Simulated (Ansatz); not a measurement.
# 1T-VSeTe monolayer in a perpendicular field

What dipole does a perpendicular field induce in the 1T-VSeTe monolayer? A positive field points along +c.

Method: plane-wave DFT, PBE-D3(BJ), Ansatz PAW, in Ansatz 0.2.0.

Report form: the programs' logs are mostly left out.

### 1. Starting point

The cell holds 3 atoms: 1 Te, 1 V and 1 Se. Its edges and angles: a = 3.465 Å, b = 3.465 Å, c = 38.182 Å, α = 90.0°, β = 90.0°, γ = 120.0°. Vacuum lies along c.

### 2. Relaxation

The starting cell is a guess, so the in-plane lattice and the atoms are relaxed first, with the slab cut off from its images along the normal.

The input, input.yaml:

```yaml
crystal:
  lattice:
    - [3.465, 0.0, 0.0]
    - [-1.7325, 3.0007780241, 0.0]
    - [0.0, 0.0, 38.1820456046]
  atoms:
    - { symbol: Te, position: [0.6666666667, 0.3333333333, 0.4530925393] }
    - { symbol: V, position: [0.0, 0.0, 0.5035363063], spin: 1.0 }
    - { symbol: Se, position: [0.3333333333, 0.6666666667, 0.5469074607] }
  periodic: [true, true, false]
magnetization:
  spin_polarized: true
kpoints:
  mp_grid: { grid: [12, 12, 1] }
hamiltonian:
  xc: pbe
  dispersion: d3bj
scf:
  occupations: { method: fermi_dirac, width: 0.05 }
  convergence: { dr2_threshold: 1.0e-09 }
relax:
  f_tol: 0.004
  max_steps: 90
  cell: {}
output:
  write_potential: true
  write_density: true
  volumetric_format: npy
```

Started as:

```sh
> ansatz run input.yaml --threads 2 --pin off --max-ram 3072MiB --backend cpu --events-out ev --progress --plain --runs-dir out
```

Run time: 2.8 min. Hardware: 2 threads of Arm Neoverse V1, shared host; peak memory 0.84 GiB.

The steps of the relaxation:

```tsv
step	energy less that of the first step (eV)	largest force component (eV/Å)	volume (Å³)
1	0.0000	1.6749	397.01
2	-0.2122	0.4105	394.14
3	-0.2281	0.0722	391.26
4	-0.2289	0.0246	389.84
5	-0.2291	0.0104	388.98
6	-0.2291	0.0025	388.82
7*	-0.2288	0.0024	388.82
```

Relaxation steps marked * repeat the geometry before them on a plane-wave basis chosen anew for their cell, so energy and pressure can jump there.

The run keeps the 6 symmetry operations that it works with, so distortions that break them were not tested.

```tsv
cell as run	before	after	change
a (Å)	3.465	3.429	-1.0 %
b (Å)	3.465	3.429	-1.0 %
```

The atoms that moved most (Å, along periodic axes as changes of fractional coordinates times the final cell, across vacuum about the mean position):

```tsv
atom	dx	dy	dz	length
Se3	0.000	0.000	-0.148	0.148
Te1	0.000	0.000	0.118	0.118
V2	0.000	0.000	0.031	0.031
```

The relaxed structure:

```xyz
3
Lattice="3.4291 0.0000 0.0000 -1.7146 2.9697 0.0000 0.0000 0.0000 38.1820" Properties=species:S:1:pos:R:3
Te    1.7146    0.9899   17.4178
V     0.0000    0.0000   19.2567
Se    0.0000    1.9798   20.7336
```

This step gave:

| Quantity | Value |
| --- | --- |
| energy at zero smearing | -15363.9749 eV |
| total moment | 0.8482 μB |
| site moments | -0.05018, 0.7852, -0.01897 μB |

Site moment by atom:

```tsv
atom	site moment (μB)
Te1	-0.050
V2	0.785
Se3	-0.019
```

The lattice constant a goes from 3.465 to 3.429 Å.

### 3. Single point, field 0

A sawtooth potential applies the field, turning back in the middle of the vacuum. With the dipole correction the typed value is the field outside the slab. The induced dipole is small, so the SCF threshold is tight.

The cell differs from the one that the last finished run ended in (c 38.182 → 21.316 Å).

The input, input.yaml:

```yaml
crystal:
  lattice:
    - [3.4291117571, 0.0, 0.0]
    - [-1.7145558786, 2.9696978941, 0.0]
    - [0.0, 0.0, 21.3158096168]
  atoms:
    - { symbol: Te, position: [0.6666666667, 0.3333333333, 0.4222218232], spin: -0.05 }
    - { symbol: V, position: [0.0, 0.0, 0.5084936184], spin: 0.79 }
    - { symbol: Se, position: [0.3333333333, 0.6666666667, 0.5777781768], spin: -0.02 }
magnetization:
  spin_polarized: true
kpoints:
  mp_grid: { grid: [18, 18, 1] }
  band_path:
    path: [[0, 0, 0], [0.5, 0, 0], [0.33333333, 0.33333333, 0], [0, 0, 0]]
    npoints: 16
hamiltonian:
  xc: pbe
  dispersion: d3bj
scf:
  occupations: { method: fermi_dirac, width: 0.02585 }
  convergence: { dr2_threshold: 1.0e-10 }
efield:
  axis: 3
  dipole_correction: true
  ramp_position: 0.97
  ramp_width: 0.06
  amplitude: 0
output:
  dos: { projected: true, e_range: [-6, 5] }
  write_potential: true
  write_density: true
  volumetric_format: npy
  elf: true
```

Elapsed: 45 s, on 2 threads; peak memory 0.8 GiB; 89 s of CPU time.

This step gave:

```
energy at zero smearing        : -15363.9743 eV
total moment                   : 0.8506 μB
site moments                   : -0.05155, 0.7910, -0.02002 μB
work function, upper face      : 4.960 eV
work function, lower face      : 4.390 eV
dipole along the normal        : -0.03210 e·Å
step between the vacuum levels : 0.5703 eV
```

Running mean over a fixed 2.5 Å (it still follows the layers) of the planar mean; the ramp of the sawtooth is left out. The electron's electrostatic potential energy less the Fermi level by z:

```tsv
z (Å)	electron's electrostatic potential energy less the Fermi level (eV)
3.0	4.39
3.5	4.39
4.0	4.39
4.5	4.39
5.0	4.39
5.5	4.37
6.0	4.31
6.5	4.08
7.0	3.14
7.5	1.60
8.0	0.558
8.5	-1.10
9.0	-2.66
9.5	-4.06
10.0	-4.95
10.5	-6.07
11.0	-6.23
11.5	-6.10
12.0	-4.88
12.5	-2.62
13.0	-0.387
13.5	1.58
14.0	3.34
14.5	4.55
15.0	4.87
15.5	4.94
16.0	4.96
16.5	4.96
17.0	4.96
17.5	4.96
18.0	4.96
```

The density of states has structure finer than the step of the table below, so its rows give means over 0.25 eV, whole bins alone (the curve runs from -6 to 1.99 eV). Peaks (eV: height): total -4.620: 5.33, -2.280: 6.52, -2.000: 8.09, 0.400: 9.62, 0.620: 7.22, 1.220: 10.7, 1.470: 8.17; up -4.620: 3.81, -3.160: 3.50, -2.280: 3.87, -0.380: 3.31, 0.400: 5.90, 0.480: 4.23, 0.620: 6.63; down -4.510: 3.08, -2.000: 6.75, 0.420: 4.42, 1.000: 3.92, 1.220: 10.3, 1.470: 8.17.

The density of states by energy, zero at the Fermi level; means over each step; values in states/eV a cell:

```tsv
energy (eV)	total	up	down
-5.75	0.677	0.365	0.312
-5.50	0.771	0.390	0.382
-5.25	1.05	0.605	0.440
-5.00	1.72	0.901	0.816
-4.75	2.99	1.62	1.37
-4.50	3.65	1.82	1.84
-4.25	1.97	0.779	1.19
-4.00	1.35	0.743	0.607
-3.75	1.17	0.661	0.512
-3.50	2.57	1.46	1.11
-3.25	3.44	1.94	1.50
-3.00	2.37	0.892	1.48
-2.75	2.71	1.64	1.07
-2.50	3.96	2.18	1.78
-2.25	4.79	2.35	2.44
-2.00	3.69	1.43	2.26
-1.75	3.13	1.47	1.66
-1.50	1.36	0.629	0.731
-1.25	1.21	0.742	0.466
-1.00	1.39	0.831	0.556
-0.75	1.50	0.877	0.624
-0.50	2.04	1.66	0.386
-0.25	1.87	1.35	0.518
0.00	1.39	0.538	0.855
0.25	2.79	1.42	1.38
0.50	5.07	3.58	1.49
0.75	2.15	1.71	0.440
1.00	2.37	0.729	1.64
1.25	3.70	0.503	3.20
1.50	4.17	0.562	3.61
1.75	1.15	1.15	0
```

Projected DOS per atom over height of the atomic layer and energy from the Fermi level. Layers: Te V Se from below.

Ten even steps from '_' (0.09 states/eV) to '@' (3.36 states/eV), each cell a mean:
```
__::__
..##..
..**__
__++__
..@@__
__::__
__==__
..::__
....__
..____
--::--
==--==
----==
..::::
::::--
....::
..__..
::..--
--..==
::____
..____
______
```
Columns: height of the atomic layer (Å) from 9 to 12.3 (not evenly spaced); rows upwards: energy from the Fermi level (eV) from -5.96 to 1.96.

Projected DOS per atom, spin up over height of the atomic layer and energy from the Fermi level. Layers: Te V Se from below.

Values in states/eV, 22 rows by 3 columns, each cell a mean:
```
0.18 0.74 0.31
0.12 0.26 0.19
0.20 0.21 0.18
0.33 1.48 0.20
0.36 2.09 0.17
0.07 0.40 0.05
0.16 1.25 0.26
0.16 0.66 0.13
0.18 0.52 0.11
0.24 0.27 0.14
0.62 0.39 0.45
0.68 0.67 0.63
0.63 0.75 0.73
0.25 0.40 0.47
0.45 0.51 0.71
0.31 0.29 0.42
0.22 0.16 0.28
0.44 0.24 0.44
0.58 0.28 0.86
0.38 0.17 0.24
0.22 0.09 0.09
0.16 0.07 0.06
```
Columns: height of the atomic layer (Å) from 9 to 12.3 (not evenly spaced); rows upwards: energy from the Fermi level (eV) from -5.96 to 1.96.

Projected DOS per atom, spin down over height of the atomic layer and energy from the Fermi level. Layers: Te V Se from below.

Ten even steps from '_' (0.02 states/eV) to '@' (2.20 states/eV), each cell a mean:
```
______
..@@..
..@@__
__..__
__++__
__::__
__..__
..____
..____
..____
::..::
------
::::--
....::
::..::
____..
..__..
::..--
::__--
..____
..____
______
```
Columns: height of the atomic layer (Å) from 9 to 12.3 (not evenly spaced); rows upwards: energy from the Fermi level (eV) from -5.96 to 1.96.

Deep bands are left out, so band numbers here count from the lowest band kept and differ from the log's. Electronic bands along the path, in eV, zero at the Fermi level; # counts the bands kept:

```tsv
point	up #5	up #7	up #8	up #9	down #5	down #6	down #7	down #8
Γ	-0.52	-0.26	1.40	1.40	0.33	0.33	0.48	1.40
halfway	-1.75	-0.66	0.50	1.04	-1.68	-0.47	0.06	1.17
M	-2.38	-0.71	0.33	0.66	-2.32	-0.70	-0.32	1.21
halfway	-2.47	-0.19	0.42	0.53	-2.37	-2.33	0.45	1.27
K	-2.69	0.22	0.26	0.35	-2.55	-2.45	0.95	1.14
halfway	-1.94	-0.38	0.37	0.83	-1.77	-1.35	0.41	0.99
Γ	-0.52	-0.26	1.40	1.40	0.33	0.33	0.48	1.40
```

Spin density in the ca plane at fractional y = 0.000, with atoms of V within 0.2 Å of it.

Ten even steps from '0' (-0.11 × 1e-1 e/Å³) to '9' (9.11 × 1e-1 e/Å³), each cell a mean:
```
00000000000000000000000257310000000000000000
00000000000000000000000012100000000000000000
00000000000000000000000000000000000000000000
00000000000000000000000000000000000000000000
00000000000000000000000000000000000000000000
00000000000000000000000000000000000000000000
00000000000000000000000001000000000000000000
00000000000000000000000134200000000000000000
00000000000000000000000379510000000000000000
```
Columns run along c (16.0 Å, from fractional 0.09 to 0.84 of the cell), rows up along a (3.4 Å). Atoms in or near the plane, at fractional coordinates: V at (0.51, 0.00).

Valence density in the ca plane at fractional y = 0.000, with atoms of V within 0.2 Å of it. It is the smooth field of the valence electrons, not physical close to the nuclei.

Ten steps, logarithmic in the rise over the least value, from '0' (0 e/Å³) to '9' (15 e/Å³), each cell a mean:
```
00000000000000111248985211000000000000000000
00000000000001112225653211000000000000000000
00000000000011222222222222100000000000000000
00000000000012233221112232110000000000000000
00000000000012333221112232210000000000000000
00000000000011222221122222110000000000000000
00000000000001122223432221100000000000000000
00000000000000111236874211000000000000000000
00000000000000111258996210000000000000000000
```
Columns run along c (16.0 Å, from fractional 0.17 to 0.92 of the cell), rows up along a (3.4 Å). Atoms in or near the plane, at fractional coordinates: V at (0.51, 0.00).

Electrostatic potential energy in the ca plane at fractional y = 0.000, with atoms of V within 0.2 Å of it. With pseudopotentials it is smooth inside the atoms' cores, unlike the true potential.

Values in eV, 5 rows by 16 columns, each cell a mean:
```
  5   5   5   5   4   2  -9 -26  -8   4   5   5   5   5   5   5
  5   5   5   5   2  -6  -3  -6  -2   1   5   5   5   5   5   5
  5   5   5   5   1 -13  -3   1  -4  -2   4   5   5   5   5   5
  5   5   5   5   3  -3  -3 -13  -3   2   5   5   5   5   5   5
  5   5   5   5   4   2 -11 -25 -10   4   5   5   5   5   5   5
```
Columns run along c (16.0 Å, from fractional 0.17 to 0.92 of the cell; values clipped at the 3rd and 97th percentile), rows up along a (3.4 Å). Atoms in or near the plane, at fractional coordinates: V at (0.51, 0.00).

The work function of the upper face is 4.96 eV.

### 4. Single point, field 0.1 V/Å

Changes to input.yaml since step 3:

```diff
@@ -27,5 +27,4 @@
   ramp_width: 0.06
-  amplitude: 0
+  amplitude: 0.1
 output:
-  dos: { projected: true, e_range: [-6, 5] }
   write_potential: true
@@ -33,2 +32 @@
   volumetric_format: npy
-  elf: true
```

The job ended after 45 s (2 threads; peak memory 0.8 GiB).

The dipole is 6.0e-4 e·Å, 0.0327 e·Å from its value without field.

### 5. Atoms held, field -0.1 V/Å

Changes to input.yaml since step 4:

```diff
@@ -27,3 +27,3 @@
   ramp_width: 0.06
-  amplitude: 0.1
+  amplitude: -0.1
 output:
```

Elapsed: 46 s, on 2 threads; peak memory 0.8 GiB.

The dipole is -0.0648 e·Å, -0.0327 e·Å from its value without field.

### 6. Response, atoms held

This step: plane-wave DFT, PBE-D3(BJ), Ansatz PAW; response to a field along the normal, atoms held (Ansatz 0.2.0).

The dipoles give the slope, and the difference of two potentials shows where the field is screened.

This step gave:

* equivalent conductor thickness p/(ε₀AE): 5.809 Å
* distance between the outer atoms: 3.316 Å

The dipole of the cell by applied field:

```tsv
applied field (V/Å)	dipole of the cell (e·Å)
-0.1000	-0.0648
0.0000	-0.0321
0.1000	6.0e-4
```

Total moment against applied field:

```tsv
applied field (V/Å)	total moment (μB)
-0.1000	0.849
0.0000	0.851
0.1000	0.853
```

Local field over the applied field, running mean. From the potentials at -0.1 and 0.1 V/Å; running mean over 2.5 Å. Table of local field over applied field by z:

z (Å), local field over applied field and a bar:
```
     4.14      0.999 ##############################
     4.44      0.997 ##############################
     4.88      0.993 ##############################
     5.18      0.987 ##############################
     5.62      0.968 #############################
     5.92      0.944 ############################
     6.22      0.905 ###########################
     6.66      0.811 ########################
     6.96      0.723 ######################
     7.25      0.624 ##################
     7.70      0.469 ##############
     7.99      0.366 ###########
     8.44      0.221 ######
     8.73      0.140 ####
     9.03      0.083 ##
     9.47      0.046 #
     9.77      0.037 
    10.07      0.029 
    10.51      0.022 
    10.81      0.025 
    11.25      0.039 #
    11.55      0.051 #
    11.84      0.068 #
    12.29      0.132 ###
    12.58      0.206 ######
    12.88      0.300 #########
    13.32      0.454 #############
    13.62      0.560 #################
    14.06      0.714 #####################
    14.36      0.805 ########################
    14.65      0.877 ##########################
    15.10      0.945 ############################
    15.39      0.969 #############################
    15.69      0.983 ##############################
    16.13      0.993 ##############################
    16.43      0.997 ##############################
    16.88      0.999 ##############################
    17.17      0.999 ##############################
```

Electrons, planar mean, per unit field. Table of induced electron density by z:

z (Å), induced electron density (e/Å³ per V/Å) and a bar from the least value:
```
      4.5    0.00001 ################
      5.0    0.00004 ################
      5.5    0.00012 ################
      6.0    0.00033 #################
      6.5    0.00081 ###################
      7.0    0.00184 ########################
      7.5    0.00321 ##############################
      8.0    0.00299 #############################
      8.5    0.00083 ###################
      9.0    0.00070 ###################
      9.5    0.00050 ##################
     10.0   -0.00071 #############
     10.5   -0.00058 #############
     11.0    0.00078 ###################
     11.5    0.00011 ################
     12.0   -0.00066 #############
     12.5   -0.00075 ############
     13.0   -0.00274 ###
     13.5   -0.00352 
     14.0   -0.00202 #######
     14.5   -0.00085 ############
     15.0   -0.00032 ##############
     15.5   -0.00012 ###############
     16.0   -0.00004 ################
     16.5   -0.00001 ################
     17.0    0.00000 ################
```

By hand: between -0.1 and 0.1 V/Å the dipole changes by 0.06539 e·Å, a slope of 0.3269 e·Å²/V. A perfect conductor of thickness t has p = ε₀AEt, so t = 180.95 × 0.3269 / 10.183 = 5.81 Å (e/ε₀ = 180.95 V·Å, A in Å²).

The induced dipole is that of a conductor 5.81 Å thick.

### 7. Summary of results

```yaml
gap_without_field: none
work_function_upper_face: 4.96 eV
step_between_the_vacuum_levels: 0.570 eV
equivalent_conductor_thickness_atoms_held: 5.81 Å
```

The induced dipole equals that of a perfect conductor 5.81 Å thick, while the outer atoms lie 3.32 Å apart. The two faces differ: the vacuum level above lies 0.57 eV higher than the one below. There is no gap over 0.03 eV, with or without the field. For an open d or f shell that can be the fault of a semilocal functional without a Hubbard term. The magnetic order is the one reached from the typed start; other orders were not compared. Spin-orbit coupling is left out, which matters for the bands of elements this heavy.

[Logs are printed without paths, hosts, clocks, repeated set-up lines and the standing remarks that a program may print on its own settings, such as how far it seeks lower states.]

[Hosts, paths, dates, database ids (printed as entryN), source tags and the programs' standing remarks are cut or masked in the printed files.]

[Maps of the electrostatic potential energy from Ansatz leave out the sawtooth potential of an applied field or a dipole correction, so their vacuum need not be flat; planar profiles and work functions include it.]
